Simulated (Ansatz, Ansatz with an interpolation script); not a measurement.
## Settings in Wannier-interpolated G0W0: Te2Mo (P6_3/mmc)

Aim: vary the Wannier model and the GW settings for Te2Mo (P6_3/mmc) and see what the interpolated bands lose.

Calculated with Ansatz 0.2.0; maximally localised Wannier functions, LDA, plane waves, PAW; PAW set soft_1.

**1. Starting point**

It takes space group P6_3/mmc (No. 194, hexagonal). Conventional cell: a = 3.518 Å, b = 3.518 Å, c = 13.974 Å, α = 90.00°, β = 90.00°, γ = 120.00°. Nearest to Te lie 3 Mo at 2.72 Å. Nearest to Mo lie 6 Te at 2.72 Å. Farther neighbours and most contacts between anions are not listed.

Structure file:

```cif
data_structure
_symmetry_space_group_name_H-M 'P6_3/mmc'
_symmetry_Int_Tables_number 194
_cell_length_a 3.5182
_cell_length_b 3.5182
_cell_length_c 13.9736
_cell_angle_alpha 90.000
_cell_angle_beta 90.000
_cell_angle_gamma 120.000
_cell_volume 149.79
loop_
_atom_site_label
_atom_site_type_symbol
_atom_site_symmetry_multiplicity
_atom_site_Wyckoff_symbol
_atom_site_fract_x
_atom_site_fract_y
_atom_site_fract_z
_atom_site_occupancy
Te1 Te 4 f 0.33333 0.66667 0.62100 1
Mo1 Mo 2 c 0.33333 0.66667 0.25000 1
```

The cell and positions come from the Crystallography Open Database and are kept as given unless a step says otherwise. Spin-orbit coupling is left out unless a step names it.

**2. Wannier model on 12×12×4**

Localised functions give a small Hamiltonian that interpolates between mesh points at no cost.

The input, input.yaml:

```yaml
crystal:
  lattice:
    - [3.5182, 0.0, 0.0]
    - [-1.7591, 3.0468505756, 0.0]
    - [0.0, 0.0, 13.9736]
  atoms:
    - { symbol: Te, position: [0.3333333333, 0.6666666667, 0.621] }
    - { symbol: Te, position: [0.6666666667, 0.3333333333, 0.121] }
    - { symbol: Te, position: [0.3333333333, 0.6666666667, 0.879] }
    - { symbol: Te, position: [0.6666666667, 0.3333333333, 0.379] }
    - { symbol: Mo, position: [0.3333333333, 0.6666666667, 0.25] }
    - { symbol: Mo, position: [0.6666666667, 0.3333333333, 0.75] }
kpoints:
  mp_grid: { grid: [6, 6, 2] }
hamiltonian:
  xc: lda
  pseudopotentials: { kind: paw, azcp: { folder: soft_1 }, xc_functional: pbe }
scf:
  occupations: { method: fixed }
  n_extra_bands: 79
output:
  wannier:
    kmesh: [12, 12, 4]
    projections: [{ species: Mo, l: d, shell: 4 }, { species: Te, l: p, shell: 5 }]
    minimise: true
    write_hr: true
    seedname: w
    conv_tol: 1.0e-06
    max_iter: 20000
    stability_check: false
    disentanglement:
      window: [6.11, 18.03]
      frozen_window: [6.11, 15.03]
      conv_tol: 1.0e-08
```

On the command line:

```bash
$ ansatz run input.yaml --threads 3 --pin off --max-ram 92160MiB --backend cuda --events-out ev --progress --plain --runs-dir out --devices 1 --max-vram 13GiB
```

Numbers of over 12 decimals in the logs are rounded to 6 here.

The log of the run:

```text
scf.n_extra_bands = 79 over 46 filled bands (N_el = 92.0): the run solves 125 bands
GPUs: using 1 of 1 available (devices: 1).
Engine: ansatz 0.2.0, x86_64-unknown-linux-gnu
Pseudopotentials: kind: paw
Pseudopotential: Te, paw, valence charge 16, recommended cutoff 420 eV (normal), soft_1/Te.paw.azcp
Pseudopotential: Mo, paw, valence charge 14, recommended cutoff 420 eV (normal), soft_1/Mo.paw.azcp
Functional definition: SPW92
  exchange = slater_x
  correlation = pw_c
device memory: the entry about to start is reckoned to put 4.5 GiB on a device that reports 56.3 GiB free (of which the cap on the GPU budget leaves the run 13.0 GiB)
GPU FFT provider: cuFFT
GPU libraries: cuBLAS 13.8.2, cuFFT 12.4.0, cuSOLVER 12.3.4
Crystal: 6 atoms, lattice volume = 149.789 Å³
Basis set: ecut = 420 eV, 2909 PW (Γ)
Bands: 125, of which v1, the nominal top of the filled ones, is band 46 counted from 1 (45 counted from 0)
Symmetry: 24 space group operations
Space group: P63/mmc (ITA 194), of the structure as read, at distance tolerance 5.3e-5 Å
k-points: 14 of 72
Non-local potential: Te, projectors of the file, l = 0: 2, l = 1: 2, l = 2: 2, l = 3: 1
Non-local potential: Mo, projectors of the file, l = 0: 3, l = 1: 2, l = 2: 2, l = 3: 1
PAW form: soft (Blöchl's): semilocal exchange-correlation on the pseudo side does not see the compensation charge
PAW frozen core: Te, regenerated for the run's functional, and the local potential with it (the file was generated under x = pbe(κ = 0.804, μ = 0.219515), c = pbe(β = 0.066725))
PAW frozen core: Mo, regenerated for the run's functional, and the local potential with it (the file was generated under x = pbe(κ = 0.804, μ = 0.219515), c = pbe(β = 0.066725))
PAW one-centre angular grid: Te, 590 points (default); XC on 64 Gauss nodes
PAW one-centre angular grid: Mo, 590 points (default); XC on 64 Gauss nodes
Initial density: superposition of atomic densities (chi_scale 0.1, normalization cell, long waves kept (reshape's long-wave potential 0.01 eV rms))
Initial wavefunctions: pseudopotential atomic-orbital guess
GPU buffer pool allocated for 55296 grid points (all kernels)
GPU transforms: local potential and band sums: pruned to the plane-wave sphere, on 24×24×96
Functional: x = slater, c = lda
SCF iter   1: F=—  HF=-36998.306678 eV  |F-HF|=—  |Δ(HF+E_count)|=         —  Δρ=5.70e-2  dr2=7.10e0  ethr=3.10e-3  ⟨swp⟩=4.9  Hψ=6151  notcnv=0  defer=1047
preconditioner: auto → Resta (q_TF=auto, 2.515 Å⁻¹)  ε∞=1.7  [insulator: Δε(μ)=0.750 eV  Ē_g=21.676 eV  n_scr=52 (ndim 8)  ℏωp=18.2 eV  f_vac=0.007  ε∞_Penn≈1.7]
SCF iter   2: F=—  HF=-36998.046364 eV  |F-HF|=—  |Δ(HF+E_count)|=   2.60e-1  Δρ=4.92e-2  dr2=1.32e1  ethr=3.10e-3  ⟨swp⟩=3.0  Hψ=2615  notcnv=0  defer=1049
[...]
E_local      = -8878.222132  (includes V_loc(G=0)·N_el)
  E_nonlocal   = 597.427724
  E_hartree    = 4173.306994
  E_xc         = -839.282368
  E_vxc        = -850.199471  (∫ρ·V_xc dr)
  E_paw        = -24278.599788  (= ΣΔE_a)
  E_vpaw       = -1925.474010  (= ΣTr[D̂ρ^β])
  E_aug_tail   = 0.000391  (compensation charges beyond the density's cutoff)
  E_ewald      = -9316.621616
  E_core_change = 3.660200  (= ΣΔE_core)
  E_smearing   = -0.000000  (= −TS)
  E_closure    = 0.000000  (closes the sum)
  Σ components = -36996.561094   (vs F -36996.561094, Δ=0.00e0)
--- Band table (eV; the first three rows and the last of 14) ---
  k-point 0: bands = [... 42 lower, 11.1285, 11.1285, 11.8308, 12.1440, 15.0257, 15.0257, 15.1576, 15.1576, ... 75 higher]
  k-point 1: bands = [... 42 lower, 11.1109, 11.1109, 12.0657, 12.0657, 15.0630, 15.0630, 15.0630, 15.0630, ... 75 higher]
  k-point 2: bands = [... 42 lower, 10.9206, 11.1534, 11.6979, 11.8720, 13.9096, 14.1834, 14.2234, 14.4606, ... 75 higher]
  k-point 13: bands = [... 42 lower, 10.1563, 10.1563, 11.9200, 11.9200, 13.1035, 13.1035, 13.7601, 13.7601, ... 75 higher]
Wannier search: line search 1 of at most 20000: gauge-dependent spread (as the search counts it) 4.2026767 Å², largest recent change 2.2e-1 Å² against conv_tol 1.0e-6 Å², 0 stops escaped
Wannier search: line search 100 of at most 20000: gauge-dependent spread (as the search counts it) 3.5775431 Å², largest recent change 3.2e-6 Å² against conv_tol 1.0e-6 Å², 0 stops escaped
Wannier search: line search 200 of at most 20000: gauge-dependent spread (as the search counts it) 3.5772314 Å², largest recent change 3.5e-6 Å² against conv_tol 1.0e-6 Å², 0 stops escaped
Wannier search: line search 300 of at most 20000: gauge-dependent spread (as the search counts it) 3.5769368 Å², largest recent change 2.9e-6 Å² against conv_tol 1.0e-6 Å², 0 stops escaped
Wannier search: line search 400 of at most 20000: gauge-dependent spread (as the search counts it) 3.5766570 Å², largest recent change 2.7e-6 Å² against conv_tol 1.0e-6 Å², 0 stops escaped
Wannier search: line search 500 of at most 20000: gauge-dependent spread (as the search counts it) 3.5763904 Å², largest recent change 2.9e-6 Å² against conv_tol 1.0e-6 Å², 0 stops escaped
Wannier search: line search 600 of at most 20000: gauge-dependent spread (as the search counts it) 3.5761387 Å², largest recent change 2.5e-6 Å² against conv_tol 1.0e-6 Å², 0 stops escaped
Wannier search: line search 700 of at most 20000: gauge-dependent spread (as the search counts it) 3.5759003 Å², largest recent change 2.4e-6 Å² against conv_tol 1.0e-6 Å², 0 stops escaped
[...]
Wannier search: line search 1700 of at most 20000: gauge-dependent spread (as the search counts it) 3.5741563 Å², largest recent change 1.3e-6 Å² against conv_tol 1.0e-6 Å², 0 stops escaped
Wannier search: line search 1800 of at most 20000: gauge-dependent spread (as the search counts it) 3.5740367 Å², largest recent change 1.2e-6 Å² against conv_tol 1.0e-6 Å², 0 stops escaped
Wannier search: line search 1900 of at most 20000: gauge-dependent spread (as the search counts it) 3.5739248 Å², largest recent change 1.1e-6 Å² against conv_tol 1.0e-6 Å², 0 stops escaped
Wannier search: line search 2000 of at most 20000: gauge-dependent spread (as the search counts it) 3.5738201 Å², largest recent change 1.1e-6 Å² against conv_tol 1.0e-6 Å², 0 stops escaped
[key lines of the parts left out:]
SCF converged after 8 iterations
Free energy (F): -36996.561094 eV
Fermi energy:    12.144003 eV
```

Elapsed: 75 s, on 1 × NVIDIA H100 80GB HBM3 (shared by 6 runs) with 3 threads of AMD EPYC 7R13 (Zen 3), shared host; peak memory 2.2 GiB.

Numbers from this step:

```yaml
gauge_invariant_spread: 52.38 Å²
diagonal_spread: 0.08915 Å²
off_diagonal_spread: 3.485 Å²
total_spread: 55.95 Å²
least_projectability: 0.5745
localisation_steps: 2090
disentanglement_steps: 33
r_m_s_interpolation_error: 0.001125 eV
r_m_s_error_near_the_gap: 0.001354 eV
```

Near the gap the model misses directly solved bands by 1.4 meV r.m.s. and by 16 meV at most in the window tested. This tests the starting bands, not the corrections carried with them.

**3. Wannier model on 6×6×2**

Edit input.yaml of step 2 so:

```diff
@@ -22,3 +22,3 @@
   wannier:
-    kmesh: [12, 12, 4]
+    kmesh: [6, 6, 2]
     projections: [{ species: Mo, l: d, shell: 4 }, { species: Te, l: p, shell: 5 }]
```

The log of the run:

```text
[...]
GPUs: using 1 of 1 available (devices: 1).
[...]
GPU FFT provider: cuFFT
GPU libraries: cuBLAS 13.8.2, cuFFT 12.4.0, cuSOLVER 12.3.4
Crystal: 6 atoms, lattice volume = 149.789 Å³
Basis set: ecut = 420 eV, 2909 PW (Γ)
Bands: 125, of which v1, the nominal top of the filled ones, is band 46 counted from 1 (45 counted from 0)
Symmetry: 24 space group operations
[...]
k-points: 14 of 72
[...]
GPU buffer pool allocated for 55296 grid points (all kernels)
[...]
SCF iter   1: F=—  HF=-36998.306678 eV  |F-HF|=—  |Δ(HF+E_count)|=         —  Δρ=5.70e-2  dr2=7.10e0  ethr=3.10e-3  ⟨swp⟩=4.9  Hψ=6151  notcnv=0  defer=1047
[...]
SCF iter   8: F=-36996.561094 eV  HF=-36996.561094 eV  |F-HF|=3.47e-9  |Δ(HF+E_count)|=   2.53e-7  Δρ=5.09e-6  dr2=3.66e-8  ethr=1.09e-10  ⟨swp⟩=18.7  Hψ=19063  notcnv=0
SCF 1 converged in 8 iterations: F = -36996.561094 eV  dr2 = 3.66e-8
[...]
NSCF: frozen V_eff on 14 k-points
[...]
SCF converged after 8 iterations
Free energy (F): -36996.561094 eV
[...]
Internal energy: -36996.561094 eV  (E = F + TS)
E sigma→0 (E₀):  -36996.561094 eV
Fermi energy:    12.144003 eV
[...]
--- Band table (eV; the first three rows and the last of 14) ---
  k-point 0: bands = [... 42 lower, 11.1285, 11.1285, 11.8308, 12.1440, 15.0257, 15.0257, 15.1576, 15.1576, ... 75 higher]
  k-point 1: bands = [... 42 lower, 11.1109, 11.1109, 12.0657, 12.0657, 15.0630, 15.0630, 15.0630, 15.0630, ... 75 higher]
  k-point 2: bands = [... 42 lower, 10.9206, 11.1534, 11.6979, 11.8720, 13.9096, 14.1834, 14.2234, 14.4606, ... 75 higher]
  k-point 13: bands = [... 42 lower, 10.1563, 10.1563, 11.9200, 11.9200, 13.1035, 13.1035, 13.7601, 13.7601, ... 75 higher]
[...]
WARN: <dir> 32 periodic images of 32 elements of H(R) lie 4.88e-4 to 1.95e-3 Å beyond their element's nearest image, near the 9.77e-4 Å window within which an element is shared among its images; whether they share it moves the interpolated H(k) by 2.1e-3 eV (Frobenius norm, root mean square over the Brillouin zone); at the model's own mesh points H(k) does not change
```

Elapsed: 16 s, on 1 × NVIDIA H100 80GB HBM3 (shared by 6 runs) with 3 threads; peak memory 1.1 GiB; 15 s of CPU time.

Numbers from this step:

| Item | Value |
| --- | --- |
| gauge-invariant spread | 47.53 Å² |
| diagonal spread | 0.07773 Å² |
| off-diagonal spread | 3.533 Å² |
| total spread | 51.14 Å² |
| least projectability | 0.5745 |
| localisation steps | 1639 |
| disentanglement steps | 12 |
| r.m.s. interpolation error | 0.01133 eV |
| r.m.s. error near the gap | 0.01298 eV |

Near the gap the model misses directly solved bands by 13.0 meV r.m.s. and by 137 meV at most in the window tested. This tests the starting bands, not the corrections carried with them.

Frozen up to 2.88 eV; above it the model need not follow the bands. The electronic bands at the labelled points (eV, zero at the valence-band top; v1 is the highest filled band, c1 the lowest empty one):

| point | v4 | v3 | v2 | v1 | c1 | c2 | c3 | c4 |
| --- | --- | --- | --- | --- | --- | --- | --- | --- |
| Γ | -1.02 | -1.02 | -0.31 | 0.00 | 2.88 | 2.88 | 3.01 | 3.01 |
| halfway | -1.15 | -1.09 | -0.90 | -0.84 | 1.12 | 1.75 | 1.86 | 1.89 |
| M | -1.00 | -0.94 | -0.60 | -0.31 | 1.26 | 1.31 | 1.44 | 1.77 |
| halfway | -1.93 | -1.62 | -0.50 | -0.27 | 1.16 | 1.29 | 1.73 | 1.82 |
| K | -1.82 | -1.82 | -0.32 | -0.08 | 0.95 | 0.95 | 1.15 | 2.17 |
| halfway | -1.09 | -0.83 | -0.82 | -0.68 | 0.80 | 1.55 | 1.56 | 1.58 |
| Γ | -1.02 | -1.02 | -0.31 | 0.00 | 2.88 | 2.88 | 3.01 | 3.01 |
| halfway | -1.02 | -1.02 | -0.20 | -0.02 | 2.89 | 2.89 | 2.97 | 2.97 |
| A | -1.03 | -1.03 | -0.08 | -0.08 | 2.92 | 2.92 | 2.92 | 2.92 |
| halfway | -1.18 | -1.18 | -0.89 | -0.89 | 1.41 | 1.41 | 1.98 | 1.98 |
| L | -0.95 | -0.95 | -0.46 | -0.46 | 1.28 | 1.28 | 1.62 | 1.62 |
| halfway | -1.87 | -1.87 | -0.39 | -0.39 | 1.24 | 1.24 | 1.76 | 1.76 |
| H | -1.99 | -1.99 | -0.22 | -0.22 | 0.96 | 0.96 | 1.62 | 1.62 |
| halfway | -1.07 | -1.07 | -0.73 | -0.73 | 1.09 | 1.09 | 1.70 | 1.70 |
| A | -1.03 | -1.03 | -0.08 | -0.08 | 2.92 | 2.92 | 2.92 | 2.92 |
| jump to L | -0.95 | -0.95 | -0.46 | -0.46 | 1.28 | 1.28 | 1.62 | 1.62 |
| halfway | -0.98 | -0.95 | -0.56 | -0.36 | 1.26 | 1.30 | 1.50 | 1.73 |
| M | -1.00 | -0.94 | -0.60 | -0.31 | 1.26 | 1.31 | 1.44 | 1.77 |
| jump to H | -1.99 | -1.99 | -0.22 | -0.22 | 0.96 | 0.96 | 1.62 | 1.62 |
| halfway | -1.90 | -1.90 | -0.30 | -0.13 | 0.96 | 0.96 | 1.28 | 2.00 |
| K | -1.82 | -1.82 | -0.32 | -0.08 | 0.95 | 0.95 | 1.15 | 2.17 |

The same for Kohn-Sham, solved directly:

| point | v4 | v3 | v2 | v1 | c1 | c2 | c3 | c4 |
| --- | --- | --- | --- | --- | --- | --- | --- | --- |
| Γ | -1.02 | -1.02 | -0.31 | 0.00 | 2.88 | 2.88 | 3.01 | 3.01 |
| M | -1.00 | -0.94 | -0.60 | -0.31 | 1.26 | 1.31 | 1.44 | 1.77 |
| K | -1.82 | -1.82 | -0.32 | -0.08 | 0.95 | 0.95 | 1.15 | 2.17 |
| Γ | -1.02 | -1.02 | -0.31 | 0.00 | 2.88 | 2.88 | 3.01 | 3.01 |
| A | -1.03 | -1.03 | -0.08 | -0.08 | 2.92 | 2.92 | 2.92 | 2.92 |
| L | -0.95 | -0.95 | -0.46 | -0.46 | 1.28 | 1.28 | 1.62 | 1.62 |
| H | -1.99 | -1.99 | -0.22 | -0.22 | 0.96 | 0.96 | 1.62 | 1.62 |
| A | -1.03 | -1.03 | -0.08 | -0.08 | 2.92 | 2.92 | 2.92 | 2.92 |
| L | -0.95 | -0.95 | -0.46 | -0.46 | 1.28 | 1.28 | 1.62 | 1.62 |
| M | -1.00 | -0.94 | -0.60 | -0.31 | 1.26 | 1.31 | 1.44 | 1.77 |
| H | -1.99 | -1.99 | -0.22 | -0.22 | 0.96 | 0.96 | 1.62 | 1.62 |
| K | -1.82 | -1.82 | -0.32 | -0.08 | 0.95 | 0.95 | 1.15 | 2.17 |

**4. A faulty Wannier input**

Edit input.yaml of step 3 so:

```diff
@@ -30,5 +30,2 @@
     stability_check: false
-    disentanglement:
-      window: [6.11, 18.03]
-      frozen_window: [6.11, 15.03]
-      conv_tol: 1.0e-08
+    disentanglement: { window: [6.11, 18.03] }
```

The log of the run:

```text
[...]
GPUs: using 1 of 1 available (devices: 1).
[...]
GPU FFT provider: cuFFT
GPU libraries: cuBLAS 13.8.2, cuFFT 12.4.0, cuSOLVER 12.3.4
Crystal: 6 atoms, lattice volume = 149.789 Å³
Basis set: ecut = 420 eV, 2909 PW (Γ)
Bands: 125, of which v1, the nominal top of the filled ones, is band 46 counted from 1 (45 counted from 0)
Symmetry: 24 space group operations
[...]
k-points: 14 of 72
[...]
GPU buffer pool allocated for 55296 grid points (all kernels)
[...]
SCF iter   1: F=—  HF=-36998.306678 eV  |F-HF|=—  |Δ(HF+E_count)|=         —  Δρ=5.70e-2  dr2=7.10e0  ethr=3.10e-3  ⟨swp⟩=4.9  Hψ=6151  notcnv=0  defer=1047
[...]
SCF iter   8: F=-36996.561094 eV  HF=-36996.561094 eV  |F-HF|=3.47e-9  |Δ(HF+E_count)|=   2.53e-7  Δρ=5.09e-6  dr2=3.66e-8  ethr=1.09e-10  ⟨swp⟩=18.7  Hψ=19063  notcnv=0
SCF 1 converged in 8 iterations: F = -36996.561094 eV  dr2 = 3.66e-8
[...]
SCF converged after 8 iterations
Free energy (F): -36996.561094 eV
[...]
Internal energy: -36996.561094 eV  (E = F + TS)
E sigma→0 (E₀):  -36996.561094 eV
Fermi energy:    12.144003 eV
[...]
--- Band table (eV; the first three rows and the last of 14) ---
  k-point 0: bands = [... 42 lower, 11.1285, 11.1285, 11.8308, 12.1440, 15.0257, 15.0257, 15.1576, 15.1576, ... 75 higher]
  k-point 1: bands = [... 42 lower, 11.1109, 11.1109, 12.0657, 12.0657, 15.0630, 15.0630, 15.0630, 15.0630, ... 75 higher]
  k-point 2: bands = [... 42 lower, 10.9206, 11.1534, 11.6979, 11.8720, 13.9096, 14.1834, 14.2234, 14.4606, ... 75 higher]
  k-point 13: bands = [... 42 lower, 10.1563, 10.1563, 11.9200, 11.9200, 13.1035, 13.1035, 13.7601, 13.7601, ... 75 higher]
[...]
```

Run time: 27 s. Hardware: 1 × NVIDIA H100 80GB HBM3 (shared by 6 runs) with 3 threads; peak memory 1.1 GiB; 44 s of CPU time.

This step gave:

```yaml
gauge_invariant_spread: 46.32 Å²
diagonal_spread: 0.05217 Å²
off_diagonal_spread: 2.987 Å²
total_spread: 49.36 Å²
least_projectability: 0.5745
localisation_steps: 297
disentanglement_steps: 68
r_m_s_interpolation_error: 0.03610 eV
r_m_s_error_near_the_gap: 0.03292 eV
```

No frozen window. Electronic bands along the path, in eV, zero at the valence-band top; v1 is the highest filled band, c1 the lowest empty one:

| point | v4 | v3 | v2 | v1 | c1 | c2 | c3 | c4 |
| --- | --- | --- | --- | --- | --- | --- | --- | --- |
| Γ | -1.02 | -1.02 | -0.31 | 0.00 | 2.88 | 2.88 | 3.01 | 3.01 |
| halfway | -1.14 | -1.08 | -0.91 | -0.84 | 1.12 | 1.80 | 1.84 | 1.89 |
| M | -0.94 | -0.88 | -0.60 | -0.31 | 1.26 | 1.31 | 1.51 | 1.77 |
| halfway | -1.93 | -1.62 | -0.38 | -0.25 | 1.17 | 1.30 | 1.82 | 1.88 |
| K | -1.82 | -1.82 | -0.24 | -0.07 | 0.98 | 0.98 | 1.15 | 2.17 |
| halfway | -1.09 | -0.83 | -0.82 | -0.68 | 0.80 | 1.55 | 1.56 | 1.58 |
| Γ | -1.02 | -1.02 | -0.31 | 0.00 | 2.88 | 2.88 | 3.01 | 3.01 |
| halfway | -1.02 | -1.02 | -0.20 | -0.02 | 2.89 | 2.89 | 2.97 | 2.97 |
| A | -1.03 | -1.03 | -0.08 | -0.08 | 2.92 | 2.92 | 2.92 | 2.92 |
| halfway | -1.18 | -1.18 | -0.89 | -0.89 | 1.42 | 1.42 | 1.98 | 1.98 |
| L | -0.92 | -0.92 | -0.46 | -0.46 | 1.28 | 1.28 | 1.65 | 1.65 |
| halfway | -1.85 | -1.85 | -0.32 | -0.32 | 1.25 | 1.25 | 1.82 | 1.82 |
| H | -1.97 | -1.97 | -0.18 | -0.18 | 1.00 | 1.00 | 1.68 | 1.68 |
| halfway | -1.07 | -1.07 | -0.73 | -0.73 | 1.09 | 1.09 | 1.70 | 1.70 |
| A | -1.03 | -1.03 | -0.08 | -0.08 | 2.92 | 2.92 | 2.92 | 2.92 |
| jump to L | -0.92 | -0.92 | -0.46 | -0.46 | 1.28 | 1.28 | 1.65 | 1.65 |
| halfway | -0.94 | -0.89 | -0.56 | -0.36 | 1.26 | 1.30 | 1.56 | 1.74 |
| M | -0.94 | -0.88 | -0.60 | -0.31 | 1.26 | 1.31 | 1.51 | 1.77 |
| jump to H | -1.97 | -1.97 | -0.18 | -0.18 | 1.00 | 1.00 | 1.68 | 1.68 |
| halfway | -1.89 | -1.89 | -0.22 | -0.11 | 0.99 | 0.99 | 1.31 | 2.03 |
| K | -1.82 | -1.82 | -0.24 | -0.07 | 0.98 | 0.98 | 1.15 | 2.17 |

The same for Kohn-Sham, solved directly:

(Unchanged from step 3.)

The fault put into this input: nothing frozen.

**5. G0W0: 6×6×2 mesh, 624 empty bands, screening to 150 eV, PAW set soft_1 files**

Now the one-shot GW correction: screening in the RPA, then the self-energy of the levels asked for.

This step: G0W0 on LDA, plane waves, PAW; PAW set soft_1.

input.yaml, the sections that differ from step 4:

```yaml
scf:
  occupations: { method: fixed }
gw:
  n_empty_bands: 624
  ecut_chi: 150.0
  qp_bands: [v14, c6]
  screening: { model: contour_deformation }
# crystal, kpoints, hamiltonian: as in step 4
# output: removed
```

The log of the run:

```text
GPUs: using 1 of 1 available (devices: 1).
[...]
GPU FFT provider: cuFFT
GPU libraries: cuBLAS 13.8.2, cuFFT 12.4.0, cuSOLVER 12.3.4
Crystal: 6 atoms, lattice volume = 149.789 Å³
Basis set: ecut = 420 eV, 2909 PW (Γ)
Bands: 56, of which v1, the nominal top of the filled ones, is band 46 counted from 1 (45 counted from 0)
Symmetry: 24 space group operations
[...]
k-points: 14 of 72
[...]
0    40     11.0896   -18.0538     0.8808   -17.3117  0.7005    11.2275    11.2283  root
[...]
13    49     13.7601   -12.8901    -4.1100   -17.4040  0.7374    14.1680    14.1639  root
    13    50     13.7601   -12.8901    -4.1100   -17.4040  0.7374    14.1680    14.1639  root
    13    51     14.5111   -14.5902    -4.9860   -19.9252  0.6629    14.8680    14.8602  root
    13    52     14.5111   -14.5902    -4.9860   -19.9252  0.6629    14.8680    14.8602  root
[key lines of the parts left out:]
SCF converged after 9 iterations
Free energy (F): -36996.561094 eV
Fermi energy:    12.144025 eV
```

Wall time 96 s (1 × NVIDIA H100 80GB HBM3 (shared by 6 runs) with 3 threads); peak memory 2.1 GiB.

The G0W0 gap on the mesh is 1.000 eV.

(Continued in part 2 of 2.)

[Paths, hosts, dates, memory and timing lines, banners, echoed tables and standing remarks are left out of the program output.]

[Logs are printed without paths, hosts, clocks, repeated set-up lines and the standing remarks that a program may print on its own settings, such as how far it seeks lower states.]

[Runs of the session that timed out or met a known fault of the program may be left out.]

[Hosts, paths, dates, database ids (printed as entryN), source tags and the programs' standing remarks are cut or masked in the printed files.]
